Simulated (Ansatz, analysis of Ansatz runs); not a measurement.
## VPO4 (Cmcm): a line between two V sites for an added hole

Aim: the energy barrier that a trapped hole meets when it moves from one V atom to another one nearby in VPO4 (Cmcm). The model is a cell of 96 host atoms.

Method: plane-wave PAW DFT, PBEsol+U; relaxation of all atoms of a supercell at fixed charge in a uniform background; PAW set soft_1, in Ansatz 0.2.0.

## Step 1: Set-up

The cell holds 96 atoms: 16 V, 16 P and 64 O. Cell: a = 11.345 Å, b = 11.345 Å, c = 11.345 Å, α = 125.1°, β = 93.1°, γ = 111.8°. It derives from VPO4 (space group Cmcm). Nearest the centre at fractional (0.375, 0.875, 0.750): O76 at 1.34 Å, O68 at 1.34 Å, P20 at 2.20 Å, P28 at 2.20 Å, O52 at 2.32 Å, O36 at 2.32 Å, V6 at 2.35 Å, V3 at 2.35 Å.

Hubbard terms: V d 4.0 eV. They were chosen, not fitted, to curb self-interaction in the shells named, the trial site's among them. The two sites are V6 and V3. The cell's shortest repeat is 10.5 Å. The host's moments were started ferromagnetic, high spin; both sites carry the same spin direction.

## Step 2: The cell without the carrier

The neutral cell is relaxed first, from small random displacements, so that bond lengths and moments with the carrier can be set beside those of a relaxed cell without it.

neutral.relax/input.yaml

```yaml
crystal:
  lattice:
    - [-5.23155868, 7.80375834, 6.35985605]
    - [5.23155868, -7.80375834, 6.35985605]
    - [5.23155868, 7.80375834, -6.35985605]
  atoms:
    - { symbol: V, position: [0.0, 0.25, 0.75], spin: 2.0 }
    - { symbol: V, position: [0.0, 0.75, 0.25], spin: 2.0 }
    - { symbol: V, position: [0.25, 0.0, 0.75], spin: 2.0 }
    - { symbol: V, position: [0.25, 0.5, 0.25], spin: 2.0 }
    - { symbol: V, position: [0.5, 0.25, 0.25], spin: 2.0 }
    - { symbol: V, position: [0.5, 0.75, 0.75], spin: 2.0 }
[... 3 atom lines left out ...]
    - { symbol: V, position: [0.0, 0.75, 0.75], spin: 2.0 }
[... 1 atom line left out ...]
    - { symbol: V, position: [0.25, 0.5, 0.75], spin: 2.0 }
    - { symbol: V, position: [0.5, 0.25, 0.75], spin: 2.0 }
[... 1 atom line left out ...]
    - { symbol: V, position: [0.75, 0.0, 0.75], spin: 2.0 }
[... 2 atom lines left out ...]
    - { symbol: P, position: [0.05024, 0.625, 0.42524] }
    - { symbol: P, position: [0.30024, 0.375, 0.42524] }
    - { symbol: P, position: [0.30024, 0.875, 0.92524] }
[... 2 atom lines left out ...]
    - { symbol: P, position: [0.80024, 0.375, 0.92524] }
[... 3 atom lines left out ...]
    - { symbol: P, position: [0.44976, 0.375, 0.07476] }
    - { symbol: P, position: [0.44976, 0.875, 0.57476] }
    - { symbol: P, position: [0.69976, 0.125, 0.07476] }
[... 1 atom line left out ...]
    - { symbol: P, position: [0.94976, 0.375, 0.57476] }
[... 1 atom line left out ...]
    - { symbol: O, position: [0.108385, 0.002326, 0.860711] }
    - { symbol: O, position: [0.108385, 0.502326, 0.360711] }
[... 1 atom line left out ...]
    - { symbol: O, position: [0.358385, 0.752326, 0.860711] }
[... 6 atom lines left out ...]
    - { symbol: O, position: [0.391615, 0.252326, 0.893941] }
    - { symbol: O, position: [0.391615, 0.752326, 0.393941] }
    - { symbol: O, position: [0.641615, 0.002326, 0.893941] }
[... 6 atom lines left out ...]
    - { symbol: O, position: [0.391615, 0.997674, 0.639289] }
    - { symbol: O, position: [0.641615, 0.247674, 0.139289] }
    - { symbol: O, position: [0.641615, 0.747674, 0.639289] }
[... 3 atom lines left out ...]
    - { symbol: O, position: [0.108385, 0.747674, 0.606059] }
    - { symbol: O, position: [0.358385, 0.497674, 0.606059] }
    - { symbol: O, position: [0.358385, 0.997674, 0.106059] }
[... 5 atom lines left out ...]
    - { symbol: O, position: [0.09813, 0.725791, 0.372339] }
    - { symbol: O, position: [0.34813, 0.475791, 0.372339] }
    - { symbol: O, position: [0.34813, 0.975791, 0.872339] }
[... 1 atom line left out ...]
    - { symbol: O, position: [0.59813, 0.725791, 0.872339] }
[... 2 atom lines left out ...]
    - { symbol: O, position: [0.15187, 0.024209, 0.627661] }
[... 1 atom line left out ...]
    - { symbol: O, position: [0.40187, 0.274209, 0.127661] }
    - { symbol: O, position: [0.40187, 0.774209, 0.627661] }
    - { symbol: O, position: [0.65187, 0.024209, 0.127661] }
[... 3 atom lines left out ...]
    - { symbol: O, position: [0.146548, 0.274209, 0.372339] }
    - { symbol: O, position: [0.146548, 0.774209, 0.872339] }
[... 1 atom line left out ...]
    - { symbol: O, position: [0.396548, 0.524209, 0.872339] }
    - { symbol: O, position: [0.646548, 0.274209, 0.872339] }
[... 2 atom lines left out ...]
    - { symbol: O, position: [0.896548, 0.524209, 0.372339] }
    - { symbol: O, position: [0.103452, 0.475791, 0.627661] }
[... 1 atom line left out ...]
    - { symbol: O, position: [0.353452, 0.225791, 0.627661] }
[... 1 atom line left out ...]
    - { symbol: O, position: [0.603452, 0.475791, 0.127661] }
    - { symbol: O, position: [0.603452, 0.975791, 0.627661] }
[... 1 atom line left out ...]
    - { symbol: O, position: [0.853452, 0.725791, 0.627661] }
basis:
  ecutwfc: 420
  xc_grid: 2
hamiltonian:
  xc: pbesol
  hubbard:
    sites: [{ species: V, l: d, u_eff: 4.0 }]
    projectors: ortho-atomic
  pseudopotentials: { kind: paw, azcp: { folder: soft_1 }, xc_functional: pbe }
kpoints:
  mp_grid: { grid: [1, 1, 1] }
magnetization:
  spin_polarized: true
  initial_magnetization: 32
  spin_locking: { lock_magnetization: hard }
scf:
  occupations: { method: fermi_dirac, width: 0.01 }
  max_iter: 120
  lower_state_search: "off"
output:
  forces: true
relax:
  f_tol: 0.02
  max_steps: 70
  random_displacement: { amplitude: 0.04, seed: 3874 }
checkpoint:
  write: "../neutral.relax.run"
  compress: false
  write_wavefunctions: true
  write_every: 100000
```

Run with:

```
$ ansatz run input.yaml --threads 8 --pin off --max-ram 18841MiB --backend cpu --events-out ev --progress --plain --runs-dir out
```

Numbers of over 12 decimals in the logs are rounded to 6 here.

Output:

```text
[... repeated set-up lines and file paths are left out, and long positions are rounded to six places ...]
Engine: ansatz 0.2.0, aarch64-unknown-linux-gnu
Pseudopotentials: kind: paw
Pseudopotential: V, paw, valence charge 13, recommended cutoff 420 eV (normal), soft_1/V.paw.azcp
Pseudopotential: P, paw, valence charge 5, recommended cutoff 420 eV (normal), soft_1/P.paw.azcp
Pseudopotential: O, paw, valence charge 6, recommended cutoff 420 eV (normal), soft_1/O.paw.azcp
Functional definition: PBEsol
  exchange = pbesol_x
  correlation = pbesol_c
Crystal: 96 atoms, lattice volume = 1038.585 Å³
Basis set: ecut = 420 eV, 20271 PW (Γ), exchange–correlation on 160×160×160 points (8 copies of the dense FFT grid, shifted against one another)
Bands: 448, of which v1, the nominal top of the filled ones, is band 336 counted from 1 (335 counted from 0)
Symmetry: 1 space group operations
k-points: 1
Non-local potential: V, projectors of the file, l = 0: 3, l = 1: 2, l = 2: 3, l = 3: 1
Non-local potential: P, projectors of the file, l = 0: 2, l = 1: 2, l = 2: 1
Non-local potential: O, projectors of the file, l = 0: 2, l = 1: 2, l = 2: 1
PAW form: soft (Blöchl's): semilocal exchange-correlation on the pseudo side does not see the compensation charge
PAW frozen core: V, regenerated for the run's functional, and the local potential with it (the file was generated under x = pbe(κ = 0.804, μ = 0.219515), c = pbe(β = 0.066725))
PAW frozen core: P, regenerated for the run's functional, and the local potential with it (the file was generated under x = pbe(κ = 0.804, μ = 0.219515), c = pbe(β = 0.066725))
[...]
[... 6 atoms left out ...]
  atom  52  O     -0.00087472    -0.00195248    -0.00018987
  [... 5 atoms left out ...]
  atom  58  O      0.00217008     0.00076130     0.00007841
  [... 9 atoms left out ...]
  atom  68  O     -0.00054157     0.00030978     0.00065961
[...]
atom  76  O      0.00027827     0.00079357    -0.00021908
[...]
max |Σ_I F_I| component: 1.04e-5 eV/Å
--- Band table (eV) ---
  k-point 0 ↑: bands = ["-57.7060", "-57.7059", "-57.7059", "-57.7058", [... 440 left out ...] "16.6854", "16.6855", "16.6856", "16.7753"]
  k-point 0 ↓: bands = ["-55.7794", "-55.7793", "-55.7793", "-55.7792", [... 440 left out ...] "16.8636", "16.8637", "16.8638", "16.8639"]
Occupation matrices written to <dir>
--- Relaxed structure (5 steps of the walk, 5 accepted, 0 SCFs on fresh bases) ---
  F+E_penalty+E_count = -93920.35944975 eV   max|allowed force component| = 3.764e-3 eV/Å
  atoms:
    - { symbol: V, position: [-7.149468615086363e-5, 0.250128, 0.750081] }
    - { symbol: V, position: [-5.438839205063051e-5, 0.750099, 0.250086] }
    - { symbol: V, position: [0.249905, 0.000135, 0.750096] }
[...]
- { symbol: V, position: [0.499915, 0.750172, 0.750129] }
[...]
- { symbol: P, position: [0.300112, 0.875065, 0.925317] }
[...]
- { symbol: P, position: [0.449652, 0.875145, 0.574857] }
[...]
- { symbol: O, position: [0.358316, 0.752501, 0.860965] }
[...]
- { symbol: O, position: [0.641399, 0.002623, 0.894147] }
[...]
- { symbol: O, position: [0.391461, 0.997726, 0.639269] }
    [... 5 atoms left out ...]
    - { symbol: O, position: [0.108386, 0.747648, 0.606101] }
    [... 9 atoms left out ...]
    - { symbol: O, position: [0.347893, 0.975819, 0.872383] }
    [... 7 atoms left out ...]
    - { symbol: O, position: [0.401872, 0.774386, 0.627783] }
    [... 20 atoms left out ...]
[key lines of the parts left out:]
SCF converged after 4 iterations
Magnetization: 32.0000 μB (352.0000 up, 320.0000 down)
Free energy (F): -93920.359450 eV
Fermi energy:    8.109386 (↑ 8.109386, ↓ 8.417469) eV
```

Run time: 2.1 min. Hardware: 8 threads of Arm Neoverse V1, shared host; peak memory 3 GiB.

The largest displacement from an ideal site is 0.003 Å.

(Part 1 of 3 ends here.)

[Logs are printed without paths, hosts, clocks, repeated set-up lines and the standing remarks that a program may print on its own settings, such as how far it seeks lower states.]

[Hosts, paths, dates, database ids (printed as entryN), source tags and the programs' standing remarks are cut or masked in the printed files.]
